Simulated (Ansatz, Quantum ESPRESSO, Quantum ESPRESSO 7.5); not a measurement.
# 1T-GeF2, 1 layer: biaxial strain by an ASE script

Aim: band edges, gap and stiffness of 1T-GeF2, 1 layer under biaxial strain.

Program: Quantum ESPRESSO 7.5. Level of theory: plane-wave DFT, PBE, GBRV ultrasoft pseudopotentials (geometry by Ansatz 0.2.0 with PAW datasets; geometry under PBE). Results are calculated unless marked as measured.

Report form: the programs' logs are mostly left out.

## (1) Set-up

The cell holds 3 atoms: 2 F and 1 Ge. Its edges and angles: a = 2.413 Å, b = 2.413 Å, c = 17.051 Å, α = 90.0°, β = 90.0°, γ = 120.0°. It derives from GeF2. Vacuum lies along c.

This sheet is a model structure: its symmetry is held, and its stability is not tested here.

## (2) Relaxation with Ansatz

A relaxation in Ansatz fixes the structure of this slab for the runs on it.

The input, input.yaml:

```yaml
crystal:
  lattice:
    - [2.41304, 0.0, 0.0]
    - [-1.20652, 2.0897539403, 0.0]
    - [0.0, 0.0, 17.0513208618]
  atoms:
    - { symbol: F, position: [0.6666666667, 0.3333333333, 0.4398486229] }
    - { symbol: Ge, position: [0.0, 0.0, 0.5] }
    - { symbol: F, position: [0.3333333333, 0.6666666667, 0.5601513771] }
kpoints:
  mp_grid: { grid: [12, 12, 1] }
hamiltonian:
  xc: pbe
scf:
  occupations: { method: fermi_dirac, width: 0.05 }
  convergence: { dr2_threshold: 1.0e-08 }
efield:
  axis: 3
  dipole_correction: true
  ramp_position: 0.97
  ramp_width: 0.04
relax:
  f_tol: 0.01
  cell: { fix: [c, alpha, beta] }
output:
  write_potential: true
  write_density: true
  volumetric_format: npy
```

Command:

```
ansatz run input.yaml --threads 2 --pin off --max-ram 4096MiB --backend cpu --events-out ev --progress --plain --runs-dir out
```

The job ended after 53 s (2 threads of Arm Neoverse V2, shared host; peak memory 0.42 GiB; 1.7 min of CPU time).

The steps of the relaxation (22 of 25):

| step | energy less that of the first step (eV) | largest force component (eV/Å) | pressure (GPa) | volume (Å³) |
| --- | --- | --- | --- | --- |
| 1 | 0.0000 | 21.3876 | 82.30 | 85.98 |
| 2 | -8.4739 | 10.9768 | 41.30 | 94.76 |
| 3 | -12.4320 | 3.5960 | 15.46 | 104.00 |
| 4 | -13.3204 | 1.3253 | 5.17 | 113.45 |
| 6 | -13.4889 | 0.0828 | -0.60 | 118.90 |
| 7 | -13.4896 | 0.0115 | -0.81 | 118.79 |
| 8 | -13.4896 | 0.0001 | -0.76 | 118.77 |
| 9* | -14.0737 | 0.0340 | 4.99 | 118.77 |
| 10 | -14.4605 | 0.0671 | 3.61 | 128.83 |
| 11 | -14.7345 | 0.2032 | 1.83 | 139.36 |
| 12 | -14.8727 | 0.1806 | 0.09 | 150.23 |
| 14 | -14.8829 | 0.0219 | -0.23 | 154.44 |
| 15 | -14.8827 | 0.0027 | -0.30 | 154.56 |
| 16* | -15.1911 | 0.0009 | 2.09 | 154.56 |
| 17 | -15.3587 | 0.0200 | 1.28 | 166.11 |
| 18 | -15.4271 | 0.0471 | 0.21 | 177.97 |
| 19 | -15.4237 | 0.0129 | -0.16 | 182.31 |
| 20 | -15.4257 | 0.0054 | -0.06 | 181.49 |
| 22 | -15.5234 | 0.0124 | 0.18 | 186.53 |
| 23 | -15.5223 | 0.0241 | 0.04 | 190.25 |
| 24 | -15.5227 | 0.0033 | 0.00 | 190.05 |
| 25* | -15.5324 | 0.0027 | 0.02 | 190.05 |

Relaxation steps marked * repeat the geometry before them on a plane-wave basis chosen anew for their cell, so energy and pressure can jump there. Other such steps can lie between the rows shown.

```csv
cell as run,before,after,change
a (Å),2.413,3.588,+48.7 %
b (Å),2.413,3.588,+48.7 %
```

The atoms that moved most (Å, along periodic axes as changes of fractional coordinates times the final cell, across vacuum about the mean position):

```
atom     dx     dy      dz  length
  F3  0.000  0.000  -0.045   0.045
  F1  0.000  0.000   0.045   0.045
```

The relaxed structure:

```xyz
3
Lattice="3.5875 0.0000 0.0000 -1.7938 3.1069 0.0000 0.0000 0.0000 17.0513" Properties=species:S:1:pos:R:3
F     1.7938    1.0356    7.5453
Ge    0.0000    0.0000    8.5257
F     0.0000    2.0713    9.5060
```

Numbers from this step:

| Quantity | Value |
| --- | --- |
| free energy | -5911.7117 eV |
| Fermi energy | -2.895 eV |
| gap by band count | 2.693 eV |
| symmetry operations | 6 |
| dipole along the normal | 1.28e-5 e·Å |
| vacuum level at the upper face over a Fermi level inside the gap | 5.496 eV |
| vacuum level at the lower face over a Fermi level inside the gap | 5.496 eV |

## (3) The script

Under ESM bc1 levels count from the vacuum, or from the mean of the two vacuum levels where the sheet has a dipole, so band edges at unlike strains can be compared.

Level of this step: plane-wave DFT, PBE, GBRV ultrasoft pseudopotentials (Quantum ESPRESSO 7.5).

The input, run.py:

```python
import json
import numpy as np
from ase import Atoms
from ase.calculators.espresso import Espresso, EspressoProfile

profile = EspressoProfile(command='mpirun -n 2 pw.x -nk 2', pseudo_dir='../pseudo')
pseudopotentials = {'F': 'f_pbe_v1.4.uspp.F.UPF', 'Ge': 'ge_pbe_v1.4.uspp.F.UPF'}
system = {'ecutwfc': 40, 'ecutrho': 200, 'occupations': 'smearing', 'smearing': 'fd', 'degauss': 0.002}


def calculator(name, kpts, **extra):
    data = dict(control=dict(tprnfor=True, verbosity='high', disk_io='none'),
                system=system | extra,
                electrons=dict(conv_thr=1e-09, mixing_beta=0.4, mixing_mode='plain',
                               electron_maxstep=100))
    return Espresso(profile=profile, directory=name, pseudopotentials=pseudopotentials, kpts=kpts, input_data=data)


def centre(atoms):
    z = atoms.positions[:, 2]
    atoms.positions[:, 2] -= (z.max() + z.min()) / 2  # ESM wants the slab about z = 0
    return atoms

sheet = Atoms(
    ['F', 'Ge', 'F'],
    scaled_positions=[
        [0.6666666667, 0.3333333333, 0.4425042970],
        [0.0000000000, 0.0000000000, 0.5000012977],
        [0.3333333333, 0.6666666667, 0.5574944052]],
    cell=[
        [3.587514301519, 0.000000000000, 0.000000000000],
        [-1.793757150759, 3.106878521555, 0.000000000000],
        [0.000000000000, 0.000000000000, 17.051320861800]],
    pbc=True)

rows = []
for strain in [-0.03, -0.015, 0.0, 0.015, 0.03]:
    atoms = sheet.copy()
    atoms.set_cell(sheet.cell.array * [[1 + strain], [1 + strain], [1]], scale_atoms=True)
    atoms = centre(atoms)
    atoms.calc = calculator(f's{strain:+.3f}', (18, 18, 1), assume_isolated='esm', esm_bc='bc1', nbnd=18)
    energy = atoms.get_potential_energy()
    levels = np.array([atoms.calc.get_eigenvalues(kpt=i) for i in range(len(atoms.calc.get_ibz_k_points()))])
    top, bottom = levels[:, 13].max(), levels[:, 14].min()
    direct = (levels[:, 14] - levels[:, 13]).min()
    rows.append([strain, energy, top, bottom, direct])
    print(f'strain {strain:+.3f}: E = {energy:.5f} eV, valence top {top:.3f}, conduction bottom {bottom:.3f}, '
          f'gap {bottom - top:.3f}, least direct gap {direct:.3f} eV')

x, energy, top, bottom, direct = np.array(rows).T
area = np.linalg.norm(np.cross(*sheet.cell[:2]))
stiffness = np.polyfit(x, energy, 2)[0] / area * 16.0218  # C11 + C12, heights clamped
print(f'valence and conduction edges move by {np.polyfit(x, top, 1)[0]:.2f} and {np.polyfit(x, bottom, 1)[0]:.2f} eV per unit biaxial strain')
print(f'C11 + C12 with clamped heights: {stiffness:.1f} N/m')
json.dump(dict(rows=rows, stiffness=stiffness), open('result.json', 'w'))
```

Command:

```
OMP_NUM_THREADS=1 python run.py
```

The job ended after 7 min (2 MPI ranks; peak memory 0.44 GiB).

Read from the output:

- biaxial stiffness: 93.45 N/m

The band edge from the vacuum level by biaxial strain:

| biaxial strain (%) | valence top (eV) | conduction bottom (eV) |
| --- | --- | --- |
| -3.00 | -6.47 | -4.01 |
| -1.50 | -6.69 | -4.11 |
| 0.00 | -6.89 | -4.20 |
| 1.50 | -7.07 | -4.28 |
| 3.00 | -7.24 | -4.36 |

Gap against biaxial strain:

```csv
biaxial strain (%),on the mesh (eV),least direct (eV)
-3.00,2.46,4.15
-1.50,2.58,4.17
0.00,2.69,4.19
1.50,2.79,4.19
3.00,2.87,4.18
```

Table of energy over the lowest by biaxial strain:

```
biaxial strain (%)  energy over the lowest (meV)
             -3.00                          66.4
             -1.50                          16.8
              0.00                             0
              1.50                          12.3
              3.00                          50.5
```

## (4) Running the series: PBE, SG15 norm-conserving

Level of this step: plane-wave DFT, PBE, SG15 norm-conserving pseudopotentials (Quantum ESPRESSO 7.5).

run.py is the input of step 3 with these lines changed:

```diff
@@ -6,4 +6,4 @@
 profile = EspressoProfile(command='mpirun -n 2 pw.x -nk 2', pseudo_dir='../pseudo')
-pseudopotentials = {'F': 'f_pbe_v1.4.uspp.F.UPF', 'Ge': 'ge_pbe_v1.4.uspp.F.UPF'}
-system = {'ecutwfc': 40, 'ecutrho': 200, 'occupations': 'smearing', 'smearing': 'fd', 'degauss': 0.002}
+pseudopotentials = {'F': 'F_ONCV_PBE-1.2.upf', 'Ge': 'Ge_ONCV_PBE-1.2.upf'}
+system = {'ecutwfc': 60, 'ecutrho': 240, 'occupations': 'smearing', 'smearing': 'fd', 'degauss': 0.002}
```

Command:

```
OMP_NUM_THREADS=1 python run.py
```

Run time: 15 min. Hardware: 2 MPI ranks; peak memory 0.37 GiB; 30 min of CPU time.

Read from the output:

```
biaxial stiffness : 93.76 N/m
```

Table of band edge from the vacuum level by biaxial strain:

```csv
biaxial strain (%),valence top (eV),conduction bottom (eV)
-3.00,-6.50,-4.03
-1.50,-6.72,-4.13
0.00,-6.92,-4.22
1.50,-7.10,-4.30
3.00,-7.27,-4.39
```

Gap against biaxial strain:

```csv
biaxial strain (%),on the mesh (eV),least direct (eV)
-3.00,2.47,4.17
-1.50,2.59,4.19
0.00,2.70,4.20
1.50,2.79,4.20
3.00,2.88,4.19
```

Energy over the lowest against biaxial strain:

```
biaxial strain (%)  energy over the lowest (meV)
             -3.00                          63.4
             -1.50                          15.3
              0.00                             0
              1.50                          14.0
              3.00                          54.0
```

## (5) By hand

Under equal strain ε in the plane, E = A (C11 + C12) ε². From the points at ±1.5 %: d²E/dε² = (16.82 + 12.33 − 2 × 0.00) meV / 0.015² = 130 eV, and 130/(2 × 11.146 Å²) × 16.02 = 93 N/m.

## (6) Summary of results

| Property | Result |
| --- | --- |
| C11 + C12, heights clamped, PBE, GBRV ultrasoft | 93 N/m |
| gap on the mesh at zero strain, PBE, GBRV ultrasoft | 2.69 eV |
| valence top below the vacuum at zero strain, PBE, GBRV ultrasoft | 6.89 eV |
| shift of the valence top per unit biaxial strain, PBE, GBRV ultrasoft | -12.7 eV |
| shift of the conduction bottom per unit biaxial strain, PBE, GBRV ultrasoft | -5.8 eV |
| C11 + C12, heights clamped, PBE, SG15 norm-conserving | 94 N/m |
| gap on the mesh at zero strain, PBE, SG15 norm-conserving | 2.70 eV |
| valence top below the vacuum at zero strain, PBE, SG15 norm-conserving | 6.92 eV |
| shift of the valence top per unit biaxial strain, PBE, SG15 norm-conserving | -12.8 eV |
| shift of the conduction bottom per unit biaxial strain, PBE, SG15 norm-conserving | -6.0 eV |

What this shows: The sheet's biaxial stiffness comes to 93 N/m and its gap at zero strain to 2.69 eV (PBE, GBRV ultrasoft). From −3 % to +3 % the gap on the mesh goes from 2.46 to 2.87 eV; it is indirect at every strain. Heights are clamped under strain, which makes a sheet with several atomic planes too stiff. Semilocal gaps are too small. Spin-orbit coupling is left out; depending on the atoms that carry the levels of interest, it can split and shift them by some tens of meV.

[Logs are printed without paths, hosts, clocks, repeated set-up lines and the standing remarks that a program may print on its own settings, such as how far it seeks lower states.]

[Hosts, paths, dates, database ids (printed as entryN), source tags and the programs' standing remarks are cut or masked in the printed files.]

[Maps of the electrostatic potential energy from Ansatz leave out the sawtooth potential of an applied field or a dipole correction, so their vacuum need not be flat; planar profiles and work functions include it.]
